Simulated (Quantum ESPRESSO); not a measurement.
# Magnetic state of MnO (Manganosite) from several starts, part 2 of 2

Aim: find out which collinear order of MnO (Manganosite) costs least.

Quantum ESPRESSO 7.5; LDA; plane waves with GBRV 1.5 LDA potentials, no spin-orbit coupling.

So far, absolute magnetization (μB): step 2 (run 1 (ferro +)) 4.62.

## Step 4: Start 3: antiferro q=(0,0,1/2) +−

The cell is doubled to 4 atoms to hold this order.

pw.in

```
&CONTROL
  calculation = 'scf'
  prefix = 'pwscf'
  outdir = './tmp'
  pseudo_dir = './pseudo'
  disk_io = 'nowf'
/
&SYSTEM
  ibrav = 0
  celldm(1) = 8
  nat = 4
  ntyp = 3
  ecutwfc = 40
  ecutrho = 280
  nbnd = 30
  occupations = 'smearing'
  smearing = 'fd'
  degauss = 0.00367493
  nspin = 2
  starting_magnetization(1) = 0.3
  starting_magnetization(2) = -0.3
  starting_magnetization(3) = 0
/
&ELECTRONS
  conv_thr = 8d-09
  electron_maxstep = 150
  mixing_beta = 0.3
/
ATOMIC_SPECIES
Mn1    54.9380 mn_lda_v1.5.uspp.F.UPF
Mn2    54.9380 mn_lda_v1.5.uspp.F.UPF
O      15.9990 o_lda_v1.2.uspp.F.UPF
CELL_PARAMETERS alat
   0.0000000000000    0.5251076468804    0.5251076468804
   0.5251076468804    0.0000000000000    0.5251076468804
   1.0502152937608    1.0502152937608    0.0000000000000
ATOMIC_POSITIONS crystal
Mn1     0.0000000000    0.0000000000    0.0000000000
Mn2     0.0000000000    0.0000000000    0.5000000000
O       0.5000000000    0.5000000000    0.2500000000
O       0.5000000000    0.5000000000    0.7500000000
K_POINTS automatic
8 8 4 0 0 0
```

On the command line:

```bash
OMP_NUM_THREADS=1 mpirun -n 4 pw.x -nk 4 -in pw.in > pw.out
```

What it wrote:

```text
     [... lines left out ...]
Program PWSCF v.7.5 starts
     [... lines left out ...]
     number of atoms/cell      =            4
     [... lines left out ...]
     number of electrons       =        42.00
     number of Kohn-Sham states=           30
     kinetic-energy cutoff     =      40.0000  Ry
     charge density cutoff     =     280.0000  Ry
     scf convergence threshold =      8.0E-09
     [... lines left out ...]
     12 Sym. Ops., with inversion, found
     [... lines left out ...]
     number of k points=    35  Fermi-Dirac smearing, width (Ry)=  0.0037
     [... lines left out ...]
     iteration # 10     ecut=    40.00 Ry     beta= 0.30
     [... lines left out ...]
     Magnetic moment per site  (integrated on atomic sphere of radius R)
     atom   1 (R=0.217)  charge= 12.6025  magn=  4.0097
     atom   2 (R=0.217)  charge= 12.6024  magn= -4.0097
     atom   3 (R=0.217)  charge=  5.9034  magn=  0.0000
     atom   4 (R=0.217)  charge=  5.9034  magn=  0.0000
     [... lines left out ...]
     the Fermi energy is    12.6971 ev
!    total energy              =    -486.96459411 Ry
     estimated scf accuracy    <          3.3E-10 Ry
     smearing contrib. (-TS)   =      -0.00000170 Ry
     [... lines left out ...]
     total magnetization       =     0.00 Bohr mag/cell
     absolute magnetization    =     8.91 Bohr mag/cell
     convergence has been achieved in  10 iterations
```

It took 11 s on 4 MPI ranks of Intel Xeon Platinum 8488C (Sapphire Rapids), shared host; peak memory 0.39 GiB; 44 s of CPU time.

Spin moment in the atom's sphere by atom:

| atom | spin moment in the atom's sphere (μB) |
| --- | --- |
| Mn1 | 4.01 |
| Mn2 | -4.01 |
| O3 | 0.00 |
| O4 | 0.00 |

Read from the output:

* smearing term TS: 2.31e-5 eV
* magnetization: 0 μB
* absolute magnetization: 8.914 μB
* final state: antiferromagnetic

## Step 5: Run 4, typed as no spin polarisation

pw.in

```
&CONTROL
  calculation = 'scf'
  prefix = 'pwscf'
  outdir = './tmp'
  pseudo_dir = './pseudo'
  disk_io = 'nowf'
/
&SYSTEM
  ibrav = 0
  celldm(1) = 8
  nat = 2
  ntyp = 2
  ecutwfc = 40
  ecutrho = 280
  nbnd = 17
  occupations = 'smearing'
  smearing = 'fd'
  degauss = 0.00367493
/
&ELECTRONS
  conv_thr = 4d-09
  electron_maxstep = 150
  mixing_beta = 0.3
/
ATOMIC_SPECIES
Mn     54.9380 mn_lda_v1.5.uspp.F.UPF
O      15.9990 o_lda_v1.2.uspp.F.UPF
CELL_PARAMETERS alat
   0.0000000000000    0.5251076468804    0.5251076468804
   0.5251076468804    0.0000000000000    0.5251076468804
   0.5251076468804    0.5251076468804    0.0000000000000
ATOMIC_POSITIONS crystal
Mn      0.0000000000    0.0000000000    0.0000000000
O       0.5000000000    0.5000000000    0.5000000000
K_POINTS automatic
8 8 8 0 0 0
```

What it wrote:

```text
     [... lines left out ...]
Program PWSCF v.7.5 starts
     [... lines left out ...]
     number of atoms/cell      =            2
     [... lines left out ...]
     number of electrons       =        21.00
     number of Kohn-Sham states=           17
     kinetic-energy cutoff     =      40.0000  Ry
     charge density cutoff     =     280.0000  Ry
     scf convergence threshold =      4.0E-09
     [... lines left out ...]
     48 Sym. Ops., with inversion, found
     [... lines left out ...]
     number of k points=    29  Fermi-Dirac smearing, width (Ry)=  0.0037
     [... lines left out ...]
     iteration # 10     ecut=    40.00 Ry     beta= 0.30
     [... lines left out ...]
     the Fermi energy is    12.4275 ev
!    total energy              =    -243.33798237 Ry
     estimated scf accuracy    <          8.7E-10 Ry
     smearing contrib. (-TS)   =      -0.00460323 Ry
     [... lines left out ...]
     convergence has been achieved in  10 iterations
```

The job ended after 2.9 s (4 MPI ranks; peak memory 0.26 GiB; 11 s of CPU time).

This step gave:

```
smearing term TS : 0.06263 eV
final state      : non-magnetic (no spin polarisation)
```

## Step 6: Ranking

An order is kept where moments of 0.15 μB or more survive with the typed signs; meshes match where a doubled cell samples the same k points as the first cell.

Orders:

| start | final state | typed order kept | energy over the lowest (meV a seeded atom) | largest site moment (μB) | net moment (μB a cell of the first run) | mesh matched | CPU time (s) |
| --- | --- | --- | --- | --- | --- | --- | --- |
| ferro + | ferromagnetic | yes | 111.3 | 3.926 | 4.62 | yes | 14.59 |
| antiferro q=(0,1/2,1/2) +- | antiferromagnetic | yes | 64.37 | 3.984 | 0 | yes | 75.71 |
| antiferro q=(0,0,1/2) +- | antiferromagnetic | yes | 0 | 4.01 | 0 | yes | 44.46 |
| no spin polarisation | non-magnetic | - | 1964 | 0 | 0 | yes | 10.52 |

## Step 7: Energy mapping

E = −Σ J e·e over ordered pairs of unit vectors, so each pair counts twice. As many shells are taken as there are differences of energy, so the couplings are solved for and no residual tests the model; further shells are folded in, and shells whose pairs keep their relative signs in all orders cancel and are not probed. Couplings from the energies:

| pair | distance (Å) | neighbours an atom | J (meV) |
| --- | --- | --- | --- |
| Mn-Mn | 3.144 | 12 | -2.934 |
| Mn-Mn | 4.446 | 6 | -6.342 |

## Step 8: Summary of results

```yaml
lowest_state_found: antiferromagnetic (from antiferro q=(0,0,1/2) +-)
largest_site_moment: 4.01 μB
next_state_with_moments: antiferromagnetic, 64.4 meV a seeded atom higher
state_without_moments: 1964 meV a seeded atom higher
j_of_the_weightiest_shell: -6.34 meV
```

What this shows: Forming the moments gains more than four times the spread of the orders, as local moments do. The largest moment changes by 2.1 % between the kept orders, as for well localised moments. Only these 4 starts were compared; other wavevectors, canted and longer-period orders were not. No Hubbard term acts here. In such compounds local and semilocal functionals without one often delocalise the d electrons, and can shrink or lose moments and miss the size, sign and order of the couplings.

[Logs and program files are shortened in this print: banners, set-up blocks, solver, clock and traceback lines can be left out without a mark of their own.]

[Logs are printed without paths, hosts, clocks, repeated set-up lines and the standing remarks that a program may print on its own settings, such as how far it seeks lower states.]

[Hosts, paths, dates, database ids (printed as entryN), source tags and the programs' standing remarks are cut or masked in the printed files.]

[Where a cell is said to come from a database of computed structures, the database is the Materials Project.]
